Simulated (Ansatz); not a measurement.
# Arsenene monolayer in a perpendicular field

Wanted: the out-of-plane response of the arsenene monolayer. A positive field points along +c.

Main program and level: Ansatz 0.2.0; plane-wave DFT, PBE-D3(BJ), Ansatz PAW.

**1. Set-up**

The cell holds 2 atoms: 2 As. Its edges and angles: a = 3.610 Å, b = 3.610 Å, c = 33.800 Å, α = 90.0°, β = 90.0°, γ = 120.0°. Vacuum lies along c.

**2. Relaxing the slab**

The starting cell is a guess, so the in-plane lattice and the atoms are relaxed first, with the slab cut off from its images along the normal.

input.yaml reads:

```yaml
crystal:
  lattice:
    - [3.61, 0.0, 0.0]
    - [-1.805, 3.1263517077, 0.0]
    - [0.0, 0.0, 33.799999999]
  atoms:
    - { symbol: As, position: [0.6666666667, 0.3333333333, 0.4792899408] }
    - { symbol: As, position: [0.3333333333, 0.6666666667, 0.5207100592] }
  periodic: [true, true, false]
kpoints:
  mp_grid: { grid: [12, 12, 1] }
hamiltonian:
  xc: pbe
  dispersion: d3bj
scf:
  occupations: { method: fermi_dirac, width: 0.05 }
  convergence: { dr2_threshold: 1.0e-09 }
relax:
  f_tol: 0.004
  max_steps: 90
  cell: {}
output:
  write_potential: true
  write_density: true
  volumetric_format: npy
```

Command:

```bash
$ ansatz run input.yaml --threads 2 --pin off --max-ram 3072MiB --backend cpu --events-out ev --progress --plain --runs-dir out
```

Numbers of over 12 decimals in the logs are rounded to 6 here.

Output:

```text
Warning: relax.cell: scf.convergence.dr2_threshold = 1e-9 eV is looser than the 1.53893505643e-10 eV advised for a relaxation that steers and ends on the stress (1e-10 eV for each atom of the cell: 2, times the square of relax.cell.stress_2d_tol = 0.05 N/m over 11.4 Å (the atoms' height at the walk's start and 5 Å past either face), 4.386e-2 GPa, over a crystal's default 0.05). What an SCF threshold leaves in a stress goes as its square root, and in the free energy as the threshold itself, and one threshold admits the most on a small cell: [figures from the program's tests cut] Set scf.convergence.dr2_threshold to 1.53893505643e-10 eV or tighter. [rest of the remark cut]
Engine: ansatz 0.2.0, x86_64-unknown-linux-gnu
Pseudopotentials: kind: paw
Pseudopotential: As, paw, valence charge 15, recommended cutoff 420 eV (normal), As.paw.azcp
Functional definition: PBE
  parameter kappa = 0.804
  parameter beta = 0.066725
  exchange = pbe_x(kappa = kappa, mu = beta*pi^2/3)
  correlation = pbe_c(beta = beta)
Crystal: 2 atoms, lattice volume = 381.471 Å³
Basis set: ecut = 420 eV, 7373 PW (Γ), exchange–correlation on 50×50×480 points (8 copies of the dense FFT grid, shifted against one another)
Bands: 19, of which v1, the nominal top of the filled ones, is band 15 counted from 1 (14 counted from 0)
Symmetry: 12 space group operations
Space group: P-3m1 (ITA 164), of the structure as read, at distance tolerance 7.3e-5 Å
k-points: 19 of 144
Non-local potential: As, projectors of the file, l = 0: 2, l = 1: 2, l = 2: 3, l = 3: 1
PAW form: soft (Blöchl's): semilocal exchange-correlation on the pseudo side does not see the compensation charge
PAW one-centre angular grid: As, 590 points (default); XC on 64 Gauss nodes
Initial density: superposition of atomic densities (neutral atoms: chi_scale 0, normalization atom), corrected by the library's trained network
Initial wavefunctions: pseudopotential atomic-orbital guess
Functional: x = pbe(κ = 0.804, μ = 0.219515), c = pbe(β = 0.066725)
SCF iter   1: F=—  HF=-9712.682693 eV  |F-HF|=—  |Δ(HF+E_count)|=         —  Δρ=5.97e-4  dr2=1.70e-3  ethr=1.77e-3  ⟨swp⟩=10.2  Hψ=2347  notcnv=0
preconditioner: auto → Resta (q_TF=auto, 1.786 Å⁻¹)  ε∞=1.4  [insulator: Δε(μ)=1.598 eV  Ē_g=9.371 eV  σ=0.050 eV  W_gap=1.00  n_scr=18 (ndim 8)  ℏωp=6.0 eV  f_vac=0.835  D(μ)=0.00/eV (n_scr^D=0)  ε∞_Penn≈1.4  vacuum switching on, ρ_ref=6.4e-3 e/Å³]
SCF iter   2: F=—  HF=-9712.682250 eV  |F-HF|=—  |Δ(HF+E_count)|=   4.42e-4  Δρ=3.15e-4  dr2=4.25e-4  ethr=5.66e-6  ⟨swp⟩=3.3  Hψ=968  notcnv=0
SCF iter   3: F=—  HF=-9712.682547 eV  |F-HF|=—  |Δ(HF+E_count)|=   2.97e-4  Δρ=8.88e-5  dr2=2.73e-5  ethr=1.42e-6  ⟨swp⟩=2.8  Hψ=759  notcnv=0
SCF iter   4: F=—  HF=-9712.682501 eV  |F-HF|=—  |Δ(HF+E_count)|=   4.62e-5  Δρ=3.67e-5  dr2=3.76e-6  ethr=9.08e-8  ⟨swp⟩=3.0  Hψ=748  notcnv=0
SCF iter   5: F=—  HF=-9712.682518 eV  |F-HF|=—  |Δ(HF+E_count)|=   1.70e-5  Δρ=7.38e-6  dr2=3.76e-7  ethr=1.25e-8  ⟨swp⟩=3.0  Hψ=749  notcnv=0
SCF iter   6: F=—  HF=-9712.682527 eV  |F-HF|=—  |Δ(HF+E_count)|=   9.79e-6  Δρ=2.60e-6  dr2=2.49e-8  ethr=1.25e-9  ⟨swp⟩=3.2  Hψ=554  notcnv=0
SCF iter   7: F=—  HF=-9712.682527 eV  |F-HF|=—  |Δ(HF+E_count)|=   1.73e-8  Δρ=7.76e-7  dr2=3.16e-9  ethr=8.30e-11  ⟨swp⟩=3.0  Hψ=730  notcnv=0
SCF iter   8: F=-9712.682527 eV  HF=-9712.682527 eV  |F-HF|=1.26e-10  |Δ(HF+E_count)|=   1.81e-9  Δρ=7.71e-8  dr2=2.58e-11  ethr=3.33e-12  ⟨swp⟩=10.8  Hψ=2412  notcnv=0
SCF 1 converged in 8 iterations: F = -9712.682527 eV  dr2 = 2.58e-11
  greatest PAW one-centre occupation: 0.999 electrons in one spin orbital (limit 2), on the As atom at site 1 (counted from 0), in its partial waves of l = 2
relax step   1: F+E_penalty+E_count = -9712.68252736 eV  Δ(F+E_penalty+E_count) = +0.000e0 eV  max|allowed force component| = 1.564e-1 eV/Å  Δτ_max = 0.0000 Å  P = -0.783 N/m  Ω = 381.471 Å³  fix = [c, alpha, beta]  reactions: c +0.000 N/m  (8 SCF iters, accepted)
Crystal: 2 atoms, lattice volume = 376.907 Å³
Basis set: ecut = 420 eV, 7247 PW (Γ), exchange–correlation on 50×50×480 points (8 copies of the dense FFT grid, shifted against one another)
Initial density: handed on by an earlier stage of this run
Initial wavefunctions: those handed on with the density
iter 1 solved again at ethr=1.14e-6 eV; its pass at ethr=3.10e-3 eV (dr2=3.42e-4 eV) is discarded
SCF iter   1: F=—  HF=-9712.687674 eV  |F-HF|=—  |Δ(HF+E_count)|=         —  Δρ=2.50e-4  dr2=2.37e-4  ethr=1.14e-6  ⟨swp⟩=3.2  Hψ=2336  notcnv=0
preconditioner: auto → Resta (q_TF=auto, 1.789 Å⁻¹)  ε∞=1.4  [insulator: Δε(μ)=1.614 eV  Ē_g=9.488 eV  σ=0.050 eV  W_gap=1.00  n_scr=18 (ndim 8)  ℏωp=6.0 eV  f_vac=0.832  D(μ)=0.00/eV (n_scr^D=0)  ε∞_Penn≈1.4  vacuum switching on, ρ_ref=6.5e-3 e/Å³]
SCF iter   2: F=—  HF=-9712.687642 eV  |F-HF|=—  |Δ(HF+E_count)|=   3.21e-5  Δρ=1.16e-4  dr2=4.34e-5  ethr=7.91e-7  ⟨swp⟩=2.9  Hψ=697  notcnv=0
SCF iter   3: F=—  HF=-9712.687659 eV  |F-HF|=—  |Δ(HF+E_count)|=   1.70e-5  Δρ=2.10e-5  dr2=1.42e-6  ethr=1.45e-7  ⟨swp⟩=3.0  Hψ=713  notcnv=0
SCF iter   4: F=—  HF=-9712.687668 eV  |F-HF|=—  |Δ(HF+E_count)|=   9.01e-6  Δρ=6.36e-6  dr2=9.26e-8  ethr=4.75e-9  ⟨swp⟩=3.0  Hψ=712  notcnv=0
SCF iter   5: F=—  HF=-9712.687668 eV  |F-HF|=—  |Δ(HF+E_count)|=   1.05e-7  Δρ=1.23e-6  dr2=5.89e-9  ethr=3.09e-10  ⟨swp⟩=3.0  Hψ=515  notcnv=0
SCF iter   6: F=-9712.687668 eV  HF=-9712.687668 eV  |F-HF|=4.26e-10  |Δ(HF+E_count)|=   4.41e-9  Δρ=2.59e-7  dr2=1.25e-10  ethr=3.33e-12  ⟨swp⟩=10.9  Hψ=2439  notcnv=0
SCF 2 converged in 6 iterations: F = -9712.687668 eV  dr2 = 1.25e-10
relax step   2: F+E_penalty+E_count = -9712.68766800 eV  Δ(F+E_penalty+E_count) = -5.141e-3 eV  max|allowed force component| = 5.178e-2 eV/Å  Δτ_max = 0.0053 Å  P = -0.277 N/m  Ω = 376.907 Å³  energy of the carried Pulay correction = +7.294e-5 eV  fix = [c, alpha, beta]  reactions: c -0.000 N/m  (6 SCF iters, accepted)
Crystal: 2 atoms, lattice volume = 371.348 Å³
Basis set: ecut = 420 eV, 7163 PW (Γ), exchange–correlation on 50×50×480 points (8 copies of the dense FFT grid, shifted against one another)
iter 1 solved again at ethr=2.49e-6 eV; its pass at ethr=3.10e-3 eV (dr2=7.48e-4 eV) is discarded
SCF iter   1: F=—  HF=-9712.688738 eV  |F-HF|=—  |Δ(HF+E_count)|=         —  Δρ=3.22e-4  dr2=8.12e-4  ethr=2.49e-6  ⟨swp⟩=2.8  Hψ=2355  notcnv=0
preconditioner: auto → Resta (q_TF=auto, 1.794 Å⁻¹)  ε∞=1.4  [insulator: Δε(μ)=1.504 eV  Ē_g=9.520 eV  σ=0.050 eV  W_gap=1.00  n_scr=18 (ndim 8)  ℏωp=6.1 eV  f_vac=0.831  D(μ)=0.00/eV (n_scr^D=0)  ε∞_Penn≈1.4  vacuum switching on, ρ_ref=6.6e-3 e/Å³]
SCF iter   2: F=—  HF=-9712.688458 eV  |F-HF|=—  |Δ(HF+E_count)|=   2.80e-4  Δρ=1.32e-4  dr2=3.65e-5  ethr=2.49e-6  ⟨swp⟩=2.4  Hψ=463  notcnv=0
SCF iter   3: F=—  HF=-9712.688469 eV  |F-HF|=—  |Δ(HF+E_count)|=   1.08e-5  Δρ=5.26e-5  dr2=4.39e-6  ethr=1.22e-7  ⟨swp⟩=3.3  Hψ=733  notcnv=0
SCF iter   4: F=—  HF=-9712.688470 eV  |F-HF|=—  |Δ(HF+E_count)|=   6.08e-7  Δρ=5.49e-6  dr2=1.01e-7  ethr=1.46e-8  ⟨swp⟩=2.9  Hψ=710  notcnv=0
SCF iter   5: F=—  HF=-9712.688480 eV  |F-HF|=—  |Δ(HF+E_count)|=   1.02e-5  Δρ=1.51e-6  dr2=7.64e-9  ethr=3.37e-10  ⟨swp⟩=3.0  Hψ=763  notcnv=0
SCF iter   6: F=-9712.688480 eV  HF=-9712.688480 eV  |F-HF|=1.91e-10  |Δ(HF+E_count)|=   4.45e-9  Δρ=2.59e-7  dr2=4.25e-10  ethr=3.33e-12  ⟨swp⟩=11.1  Hψ=2454  notcnv=0
SCF 3 converged in 6 iterations: F = -9712.688480 eV  dr2 = 4.25e-10
relax step   3: F+E_penalty+E_count = -9712.68848001 eV  Δ(F+E_penalty+E_count) = -8.120e-4 eV  max|allowed force component| = 7.125e-2 eV/Å  Δτ_max = 0.0084 Å  P = +0.111 N/m  Ω = 371.348 Å³  energy of the carried Pulay correction = +1.630e-4 eV  fix = [c, alpha, beta]  reactions: c +0.000 N/m  (6 SCF iters, accepted)
[...]
relax step   4: F+E_penalty+E_count = -9712.68891740 eV  Δ(F+E_penalty+E_count) = -4.374e-4 eV  max|allowed force component| = 1.756e-3 eV/Å  Δτ_max = 0.0040 Å  P = -0.000 N/m  Ω = 373.203 Å³  energy of the carried Pulay correction = +1.328e-4 eV  fix = [c, alpha, beta]  reactions: c -0.000 N/m  (6 SCF iters, accepted)
Basis set: ecut = 420 eV, 7199 PW (Γ), exchange–correlation on 48×48×480 points (8 copies of the dense FFT grid, shifted against one another)
Initial wavefunctions: pseudopotential atomic-orbital guess (no wavefunctions were taken with the density)
iter 1 solved again at ethr=2.03e-7 eV; its pass at ethr=3.10e-3 eV (dr2=6.08e-5 eV) is discarded
SCF iter   1: F=—  HF=-9712.688806 eV  |F-HF|=—  |Δ(HF+E_count)|=         —  Δρ=5.09e-6  dr2=2.95e-8  ethr=2.03e-7  ⟨swp⟩=5.6  Hψ=3795  notcnv=0
eigensolver tolerance schedule: the retry pair's looser diagonalisation over-reported the residual by 2060.46 of it (diagonalisation noise at 0.16 of the residual, at the tolerance the schedule requests for it); recorded, not acted on — ethr = c·dr2/N_el stays at c = 1.0e-1
preconditioner: auto → Resta (q_TF=auto, 1.792 Å⁻¹)  ε∞=1.4  [insulator: Δε(μ)=1.546 eV  Ē_g=9.509 eV  σ=0.050 eV  W_gap=1.00  n_scr=18 (ndim 8)  ℏωp=6.1 eV  f_vac=0.832  D(μ)=0.00/eV (n_scr^D=0)  ε∞_Penn≈1.4  vacuum switching on, ρ_ref=6.6e-3 e/Å³]
SCF iter   2: F=—  HF=-9712.688790 eV  |F-HF|=—  |Δ(HF+E_count)|=   1.67e-5  Δρ=3.03e-6  dr2=1.31e-8  ethr=9.83e-11  ⟨swp⟩=4.2  Hψ=978  notcnv=0
SCF iter   3: F=—  HF=-9712.688790 eV  |F-HF|=—  |Δ(HF+E_count)|=   7.00e-9  Δρ=1.04e-6  dr2=1.18e-9  ethr=4.38e-11  ⟨swp⟩=2.0  Hψ=455  notcnv=0
SCF iter   4: F=-9712.688790 eV  HF=-9712.688790 eV  |F-HF|=2.36e-11  |Δ(HF+E_count)|=   1.12e-9  Δρ=1.11e-7  dr2=1.90e-11  ethr=3.33e-12  ⟨swp⟩=14.7  Hψ=2709  notcnv=0
SCF 5 converged in 4 iterations: F = -9712.688790 eV  dr2 = 1.90e-11
relax step   5: F+E_penalty+E_count = -9712.68878959 eV  Δ(F+E_penalty+E_count) = +1.278e-4 eV  max|allowed force component| = 1.772e-3 eV/Å  Δτ_max = 0.0000 Å  P = -0.001 N/m  Ω = 373.203 Å³  fix = [c, alpha, beta]  reactions: c -0.000 N/m  stress off target by 8.78e-4 N/m on what of the cell is left free  SCF on the basis re-selected at this cell (its energy is not comparable with the rows above)  (4 SCF iters)
basis re-selected at this cell: Δ(F+E_penalty+E_count) = +1.278e-4 eV, ΔP = -0.001 N/m vs the last step (what re-selecting the basis moved, of the pressure what is left beyond the Pulay correction that the steps carried, after the strain that the cell walked since its last selection, with what the two solves' SCF thresholds leave and, on support functions, any second-order correction that the steps lacked; it is no measure of the basis error at this ecutwfc). The dense FFT grid was sized anew with the basis: this SCF ran on 24×24×240 points, the steps before it on 25×25×240, so part of this shift can come from that change (see relax.cell in the input reference). [rest of the remark cut]
WARN: The input density's exchange-correlation potential varies sharply where the density is thin. Do not read a vacuum level from v_tot or v_xc, or from such a field of the output density. On a cell that repeats whose density bears no net charge and no dipole along the vacuum's axis use v_es (v_loc + v_h of the components); under efield.dipole_correction with no amplitude use v_es + v_field, which holds any external [...]
SCF converged after 4 iterations
Free energy (F): -9712.688790 eV
Harris-Foulkes:  -9712.688790 eV  (|F-HF|=2.36e-11)
Internal energy: -9712.688790 eV  (E = F + TS)
E sigma→0 (E₀):  -9712.688790 eV
Entropy (-TS):   -0.000000 eV (-0.000 meV/atom)
Fermi energy:    -4.514720 eV
--- Per-component energies (eV) ---
  E_band       = -914.139537
  E_kinetic    = 204.361791
  E_local      = -58643.079294  (includes V_loc(G=0)·N_el)
  E_nonlocal   = -1341.444311
  E_hartree    = 29278.718424
  E_xc         = -157.818977
  E_vxc        = -157.443381  (∫ρ·V_xc dr)
  E_paw        = -3669.156186  (= ΣΔE_a)
  E_vpaw       = 466.028815  (= ΣTr[D̂ρ^β])
  E_aug_tail   = 0.000014  (compensation charges beyond the density's cutoff)
  E_ewald      = 24616.153394
  E_disp       = -0.423645  (pairwise vdW)
  E_smearing   = -0.000000  (= −TS)
  E_closure    = -0.000000  (closes the sum)
  Σ components = -9712.688790   (vs F -9712.688790, Δ=0.00e0)
--- Forces (eV/Å), atoms counted from 1 ---
  atom   1  As     0.00000000    -0.00000000    -0.00177240
  atom   2  As     0.00000000     0.00000000     0.00177240
  max |Σ_I F_I| component: 2.17e-19 eV/Å
--- 2D stress c σ (N/m, compression-positive) ---
       -0.000878      -0.000000      -0.000000
       -0.000000      -0.000878      -0.000000
       -0.000000      -0.000000      -0.000000
  P = ½ c Tr σ = -0.0009 N/m
--- Band table (eV; the first three rows and the last of 19) ---
  k-point 0: bands = [... 11 lower, -12.5774, -5.9791, -5.2595, -5.2595, -3.2098, -1.7497, -1.7497, -0.5227]
  k-point 1: bands = [... 11 lower, -12.5581, -6.1718, -5.9307, -5.4740, -2.6147, -1.8495, -1.5343, -0.3813]
  k-point 2: bands = [... 11 lower, -12.5468, -7.5402, -5.9475, -5.8226, -3.0112, -1.1410, -1.1174, -0.0343]
  k-point 18: bands = [... 11 lower, -15.2955, -9.7746, -7.3712, -7.3712, -3.3913, -0.7383, -0.7383, 2.7801]
  the weakly bound empty levels are not read free of the cell's end (no_gap_told)
--- Relaxed structure (4 steps of the walk, 4 accepted, 1 SCFs on fresh bases) ---
  F+E_penalty+E_count = -9712.68878959 eV   max|allowed force component| = 1.772e-3 eV/Å   (the final SCF, on the basis selected at the relaxed cell)
  cell:  # Å, volume = 373.2033 Å³
    - [3.570665, 0.0, 0]
    - [-1.785332, 3.092286, 0]
    - [0, 0, 33.799999999]
  atoms:
    - { symbol: As, position: [0.666667, 0.333333, 0.479319] }
    - { symbol: As, position: [0.333333, 0.666667, 0.520681] }
```

The job ended after 12 s (2 threads of Intel Xeon 6975P-C (Granite Rapids), shared host; peak memory 0.65 GiB; 20 s of CPU time).

Step by step:

```csv
step,energy less that of the first step (eV),largest force component (eV/Å),volume (Å³)
1,0.0000,0.1564,381.47
2,-0.0051,0.0518,376.91
3,-0.0060,0.0713,371.35
4,-0.0064,0.0018,373.20
5*,-0.0063,0.0018,373.20
```

Relaxation steps marked * repeat the geometry before them on a plane-wave basis chosen anew for their cell, so energy and pressure can jump there.

Forces are held to the 12 operations that the run works with; a distortion that breaks them can't arise in this run.

```csv
cell as run,before,after,change
a (Å),3.610,3.571,-1.1 %
b (Å),3.610,3.571,-1.1 %
```

Final coordinates:

```cif
data_structure
_symmetry_space_group_name_H-M 'P 1'
_symmetry_Int_Tables_number 1
_cell_length_a 3.5707
_cell_length_b 3.5707
_cell_length_c 33.8000
_cell_angle_alpha 90.000
_cell_angle_beta 90.000
_cell_angle_gamma 120.000
_cell_volume 373.20
loop_
_atom_site_label
_atom_site_type_symbol
_atom_site_fract_x
_atom_site_fract_y
_atom_site_fract_z
_atom_site_occupancy
As1 As 0.66667 0.33333 0.47932 1
As2 As 0.33333 0.66667 0.52068 1
```

The lattice constant a goes from 3.610 to 3.571 Å.

[end of part 1 of 2]

[Logs are printed without paths, hosts, clocks, repeated set-up lines and the standing remarks that a program may print on its own settings, such as how far it seeks lower states.]

[Hosts, paths, dates, database ids (printed as entryN), source tags and the programs' standing remarks are cut or masked in the printed files.]

[Maps of the electrostatic potential energy from Ansatz leave out the sawtooth potential of an applied field or a dipole correction, so their vacuum need not be flat; planar profiles and work functions include it.]
